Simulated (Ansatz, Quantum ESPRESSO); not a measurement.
## LiF (Griceite): Raman and infrared activity

Which lines does LiF (Griceite) show in Raman and infrared spectra?

Main program and level: Quantum ESPRESSO 8.0 development, patched; DFT LDA, scalar-relativistic, plane waves, PseudoDojo norm-conserving pseudopotentials.

**1. The structure**

The structure is cubic, space group Fm-3m (No. 225). Conventional cell: a = 4.028 Å, b = 4.028 Å, c = 4.028 Å, α = 90.00°, β = 90.00°, γ = 90.00°. Nearest to Li lie 6 F at 2.01 Å. F has 6 Li at 2.01 Å nearest. Farther neighbours and most contacts between anions are not listed.

**2. A first look**

A cheap run with smearing and empty bands tells whether the crystal has a gap, which decides between fixed occupations and smearing later on.

Contents of probe.in:

```
 &control
    calculation='scf',
    prefix='x',
    outdir='./tmp',
    pseudo_dir='./pseudo',
    tprnfor=.true.,
    tstress=.true.,
    verbosity='high',
 /
 &system
    ibrav=2,
    celldm(1)=7.61181683,
    nat=2,
    ntyp=2,
    ecutwfc=84.0,
    occupations='smearing',
    smearing='gaussian',
    degauss=0.01,
 /
 &electrons
    conv_thr=1.0d-07,
    mixing_beta=0.7,
    electron_maxstep=100,
 /
ATOMIC_SPECIES
 Li      6.9400  Li.upf
 F      18.9984  F.upf
ATOMIC_POSITIONS crystal
 Li     0.000000000   0.000000000   0.000000000
 F      0.500000000   0.500000000   0.500000000
K_POINTS automatic
 8 8 8 0 0 0
```

Launch:

```bash
$ OMP_NUM_THREADS=1 mpirun -n 2 pw.x -nk 2 -in probe.in > probe.out
```

Log:

```text
[banners, grids, parts of the stress and lines that vanish by symmetry left out]
Program PWSCF v.8.0dev
     bravais-lattice index     =            2
     lattice parameter (alat)  =       7.6118  a.u.
[...]
kinetic-energy cutoff     =      84.0000  Ry
     charge density cutoff     =     336.0000  Ry
     scf convergence threshold =      1.0E-07
[...]
Exchange-correlation= SLA-PW-NOGX-NOGC
                           (   1   4   0   0   0   0   0)
[...]
48 Sym. Ops., with inversion, found
[...]
(     0          1          0      )
                  (     0          0          1      )
[...]
(  0.0000000  1.0000000  0.0000000 )
                  (  0.0000000  0.0000000  1.0000000 )
[...]
(     1          0         -1      )
                  (     0          0         -1      )
[...]
(  0.0000000 -1.0000000  0.0000000 )
[...]
(     0          1         -1      )
                  (     0          1          0      )
[...]
( -1.0000000  0.0000000  0.0000000 )
                  (  0.0000000  1.0000000  0.0000000 )
[...]
number of k points=    29  Gaussian smearing, width (Ry)=  0.0100
[...]
End of self-consistent calculation
[...]
the Fermi energy is     4.7654 ev
!    total energy              =     -63.66078922 Ry
[...]
convergence has been achieved in   7 iterations
[...]
atom    1 type  1   force =     0.00000000    0.00000000   -0.00000000
     atom    2 type  2   force =    -0.00000000   -0.00000000    0.00000000
[...]
Total force =     0.000000     Total SCF correction =     0.000000
[...]
total   stress  (Ry/bohr**3)                   (kbar)     P=      -67.01
[...]
XML data file, charge density, pseudopotentials, collected wavefunctions

   JOB DONE.
```

Run time: 2.5 s. Hardware: 2 MPI ranks of Intel Xeon Platinum 8375C at 2.90GHz (Ice Lake), shared host; 4.6 s of CPU time.

Read from the output:

| Item | Value |
| --- | --- |
| volume per atom | 8.169 Å³ |
| pressure | -6.701 GPa |
| gap on the k-mesh | 8.864 eV |

A gap of 8.9 eV opens on this mesh, so the crystal is taken as an insulator; the start stands at -6.7 GPa.

**3. Relaxing the cell and atoms**

The relaxation runs at a cutoff a fifth above that of the response, since stress converges more slowly with the basis than frequencies do. Forces and stress are brought to rest with tight thresholds.

Contents of relax.in:

```
 &control
    calculation='vc-relax',
    prefix='x',
    outdir='./tmp',
    pseudo_dir='./pseudo',
    tprnfor=.true.,
    tstress=.true.,
    forc_conv_thr=2.0d-05,
    etot_conv_thr=1.0d-07,
    nstep=40,
 /
 &system
    ibrav=2,
    celldm(1)=7.61181683,
    nat=2,
    ntyp=2,
    ecutwfc=101,
    occupations='fixed',
    nbnd=7,
 /
 &electrons
    conv_thr=1.0d-11,
    mixing_beta=0.7,
    electron_maxstep=100,
 /
 &ions
 /
 &cell
    press_conv_thr=0.2,
 /
ATOMIC_SPECIES
 Li      6.9400  Li.upf
 F      18.9984  F.upf
ATOMIC_POSITIONS crystal
 Li     0.000000000   0.000000000   0.000000000
 F      0.500000000   0.500000000   0.500000000
K_POINTS automatic
 8 8 8 0 0 0
```

Launch:

```bash
$ OMP_NUM_THREADS=1 mpirun -n 2 pw.x -nk 2 -in relax.in > relax.out
```

Log:

```text
[banners, grids, parts of the stress and lines that vanish by symmetry left out]
[banner, memory and clock lines left out]
Program PWSCF v.8.0dev

[...]
kinetic-energy cutoff     =     101.0000  Ry
     charge density cutoff     =     404.0000  Ry
     scf convergence threshold =      1.0E-11
[...]
energy convergence thresh.=      1.0E-07
     force convergence thresh. =      2.0E-05
     press convergence thresh. =      2.0E-01
     Exchange-correlation= SLA-PW-NOGX-NOGC
                           (   1   4   0   0   0   0   0)
[...]
48 Sym. Ops., with inversion, found
[...]
number of k points=    29
[...]
End of self-consistent calculation
[...]
highest occupied, lowest unoccupied level (ev):     0.5007    9.3649
!    total energy              =     -63.66081517 Ry
[...]
convergence has been achieved in   8 iterations
[...]
atom    1 type  1   force =     0.00000000    0.00000000    0.00000000
     atom    2 type  2   force =     0.00000000    0.00000000    0.00000000
     Total force =     0.000000     Total SCF correction =     0.000000
[...]
total   stress  (Ry/bohr**3)                   (kbar)     P=      -66.56
[...]
number of bfgs steps    =   0
[...]
CELL_PARAMETERS (alat=  7.61181683)
[...]
ATOMIC_POSITIONS (crystal)
Li               0.0000000000        0.0000000000        0.0000000000
F                0.5000000000        0.5000000000        0.5000000000
[...]
New effective cutoffs (rho, wfc):  412.65  103.29
[...]
End of self-consistent calculation
[...]
highest occupied, lowest unoccupied level (ev):     0.7776    9.9558
!    total energy              =     -63.66223068 Ry
[...]
convergence has been achieved in   6 iterations
[...]
atom    1 type  1   force =    -0.00000000   -0.00000000   -0.00000000
     atom    2 type  2   force =    -0.00000000    0.00000000    0.00000000
     Total force =     0.000000     Total SCF correction =     0.000000
[...]
total   stress  (Ry/bohr**3)                   (kbar)     P=      -45.32
[...]
number of bfgs steps    =   1
[...]
CELL_PARAMETERS (alat=  7.61181683)
[...]
ATOMIC_POSITIONS (crystal)
Li               0.0000000000       -0.0000000000        0.0000000000
F                0.5000000000        0.5000000000        0.5000000000
[...]
New effective cutoffs (rho, wfc):  427.19  106.93
[...]
End of self-consistent calculation
[...]
highest occupied, lowest unoccupied level (ev):     1.2226   10.9064
!    total energy              =     -63.66320560 Ry
[...]
convergence has been achieved in   7 iterations
[...]
atom    1 type  1   force =     0.00000000    0.00000000    0.00000000
     atom    2 type  2   force =    -0.00000000   -0.00000000    0.00000000
     Total force =     0.000000     Total SCF correction =     0.000000
[...]
total   stress  (Ry/bohr**3)                   (kbar)     P=       -6.02
[...]
number of bfgs steps    =   2
[...]
CELL_PARAMETERS (alat=  7.61181683)
[...]
ATOMIC_POSITIONS (crystal)
[...]
New effective cutoffs (rho, wfc):  429.40  107.48
[...]
End of self-consistent calculation
[...]
highest occupied, lowest unoccupied level (ev):     1.2913   11.0534
!    total energy              =     -63.66322002 Ry
[...]
convergence has been achieved in   7 iterations
[...]
atom    1 type  1   force =     0.00000000    0.00000000    0.00000000
     atom    2 type  2   force =    -0.00000000   -0.00000000   -0.00000000
     Total force =     0.000000     Total SCF correction =     0.000000
[...]
total   stress  (Ry/bohr**3)                   (kbar)     P=        0.62
[...]
number of bfgs steps    =   3
[...]
CELL_PARAMETERS (alat=  7.61181683)
[...]
ATOMIC_POSITIONS (crystal)
[...]
New effective cutoffs (rho, wfc):  429.19  107.43
[...]
End of self-consistent calculation
[...]
highest occupied, lowest unoccupied level (ev):     1.2849   11.0396
!    total energy              =     -63.66322017 Ry
[...]
convergence has been achieved in   5 iterations
[...]
atom    1 type  1   force =     0.00000000    0.00000000    0.00000000
     atom    2 type  2   force =    -0.00000000    0.00000000   -0.00000000
     Total force =     0.000000     Total SCF correction =     0.000000
[...]
total   stress  (Ry/bohr**3)                   (kbar)     P=       -0.01
[...]
number of bfgs steps    =   4
[...]
small trust_radius: resetting bfgs history
[...]
CELL_PARAMETERS (alat=  7.61181683)
[...]
ATOMIC_POSITIONS (crystal)
[...]
New effective cutoffs (rho, wfc):  429.19  107.43
[...]
End of self-consistent calculation
[...]
highest occupied, lowest unoccupied level (ev):     1.2849   11.0397
!    total energy              =     -63.66322017 Ry
[...]
convergence has been achieved in   2 iterations
[...]
atom    1 type  1   force =    -0.00000000   -0.00000000    0.00000000
     atom    2 type  2   force =     0.00000000    0.00000000   -0.00000000
     Total force =     0.000000     Total SCF correction =     0.000000
[...]
total   stress  (Ry/bohr**3)                   (kbar)     P=       -0.00
[...]
bfgs converged in   6 scf cycles and   5 bfgs steps
[...]
End of BFGS Geometry Optimization
     Final enthalpy           =     -63.6632201698 Ry
     File ./tmp/x.bfgs deleted, as requested
[...]
CELL_PARAMETERS (alat=  7.61181683)
[...]
ATOMIC_POSITIONS (crystal)
Li               0.0000000000       -0.0000000000        0.0000000000
F                0.5000000000        0.5000000000        0.5000000000
[...]
Final scf calculation at the relaxed structure.
[...]
kinetic-energy cutoff     =     101.0000  Ry
     charge density cutoff     =     404.0000  Ry
     scf convergence threshold =      1.0E-13
[...]
press convergence thresh. =      2.0E-01
     Exchange-correlation= SLA-PW-NOGX-NOGC
                           (   1   4   0   0   0   0   0)
[...]
48 Sym. Ops., with inversion, found
[...]
number of k points=    29
[...]
End of self-consistent calculation
[...]
highest occupied, lowest unoccupied level (ev):     1.2849   11.0397
!    total energy              =     -63.66321523 Ry
[...]
convergence has been achieved in  10 iterations
[...]
atom    1 type  1   force =    -0.00000000   -0.00000000   -0.00000000
     atom    2 type  2   force =     0.00000000    0.00000000    0.00000000
     Total force =     0.000000     Total SCF correction =     0.000000
[...]
total   stress  (Ry/bohr**3)                   (kbar)     P=       -0.11
[...]
XML data file, charge density, pseudopotentials, collected wavefunctions
```

Elapsed: 14 s, on 2 MPI ranks.

Step by step:

| step | energy less that of the first step (eV) | largest force (eV/Å) | pressure (GPa) | volume (Å³) |
| --- | --- | --- | --- | --- |
| 1 | 0.0000 | 0.0000 | -6.66 | 16.34 |
| 2 | -0.0193 | 0.0000 | -4.53 | 15.79 |
| 3 | -0.0325 | 0.0000 | -0.60 | 14.99 |
| 4 | -0.0327 | 0.0000 | 0.06 | 14.88 |
| 5 | -0.0327 | 0.0000 | 0.00 | 14.89 |
| 6 | -0.0327 | 0.0000 | 0.00 | 14.89 |
| 7 | -0.0327 | 0.0000 | -0.01 | 14.89 |

| conventional cell, symmetrised | before | after | change |
| --- | --- | --- | --- |
| a (Å) | 4.028 | 3.905 | -3.1 % |
| b (Å) | 4.028 | 3.905 | -3.1 % |
| c (Å) | 4.028 | 3.905 | -3.1 % |
| volume (Å³/atom) | 8.17 | 7.44 | -8.9 % |

The relaxed structure:

```
Li F
1.0
    -1.95248    0.00000    1.95248
     0.00000    1.95248    1.95248
    -1.95248    1.95248    0.00000
Li F
1 1
Direct
  0.00000 0.00000 0.00000
  0.50000 0.50000 0.50000
```

The last row of the table of steps is pw.x's closing run on a basis chosen anew for the final cell, so its energy can jump.

Numbers from this step:

| Property | Result |
| --- | --- |
| volume per atom | 7.443 Å³ |
| pressure | -0.01100 GPa |
| gap on the k-mesh | 9.755 eV |

The volume changes by -8.9 % from the cell with which this run began.

**4. Ground state**

Perturbation theory inherits every error of the wavefunctions, so the threshold is set near the limit of the arithmetic. With a gap, occupations are fixed, which also allows the response to an electric field.

Contents of scf.in:

```
 &control
    calculation='scf',
    prefix='x',
    outdir='./tmp',
    pseudo_dir='./pseudo',
    tprnfor=.true.,
    tstress=.true.,
 /
 &system
    ibrav=2,
    celldm(1)=7.37930639,
    nat=2,
    ntyp=2,
    ecutwfc=84.0,
    occupations='fixed',
    nbnd=7,
 /
 &electrons
    conv_thr=1.0d-12,
    mixing_beta=0.7,
    electron_maxstep=100,
 /
ATOMIC_SPECIES
 Li      6.9400  Li.upf
 F      18.9984  F.upf
ATOMIC_POSITIONS crystal
 Li     0.000000000   0.000000000   0.000000000
 F      0.500000000   0.500000000   0.500000000
K_POINTS automatic
 8 8 8 0 0 0
```

Launch:

```bash
$ OMP_NUM_THREADS=1 mpirun -n 2 pw.x -nk 2 -in scf.in > scf.out
```

Log:

```text
[banners, grids, parts of the stress and lines that vanish by symmetry left out]
[banner, memory and clock lines left out]
Program PWSCF v.8.0dev

[...]
kinetic-energy cutoff     =      84.0000  Ry
     charge density cutoff     =     336.0000  Ry
     scf convergence threshold =      1.0E-12
[...]
Exchange-correlation= SLA-PW-NOGX-NOGC
                           (   1   4   0   0   0   0   0)
[...]
48 Sym. Ops., with inversion, found
[...]
number of k points=    29
[...]
End of self-consistent calculation
[...]
highest occupied, lowest unoccupied level (ev):     1.2849   11.0398
!    total energy              =     -63.66318950 Ry
[...]
convergence has been achieved in   9 iterations
[...]
atom    1 type  1   force =     0.00000000    0.00000000    0.00000000
     atom    2 type  2   force =     0.00000000    0.00000000    0.00000000
     Total force =     0.000000     Total SCF correction =     0.000000
[...]
total   stress  (Ry/bohr**3)                   (kbar)     P=       -0.16
[...]
XML data file, charge density, pseudopotentials, collected wavefunctions
```

It took 2.5 s on 2 MPI ranks; 4.7 s of CPU time.

Numbers from this step:

```yaml
pressure: -0.016 GPa
```

The cell stands at -0.016 GPa, close enough for phonons.

(Continued in part 2 of 3.)

[Host names and launcher messages were left out of these logs when they were recorded.]

[Logs are printed without paths, hosts, clocks, repeated set-up lines and the standing remarks that a program may print on its own settings, such as how far it seeks lower states.]

[Hosts, paths, dates, database ids (printed as entryN), source tags and the programs' standing remarks are cut or masked in the printed files.]
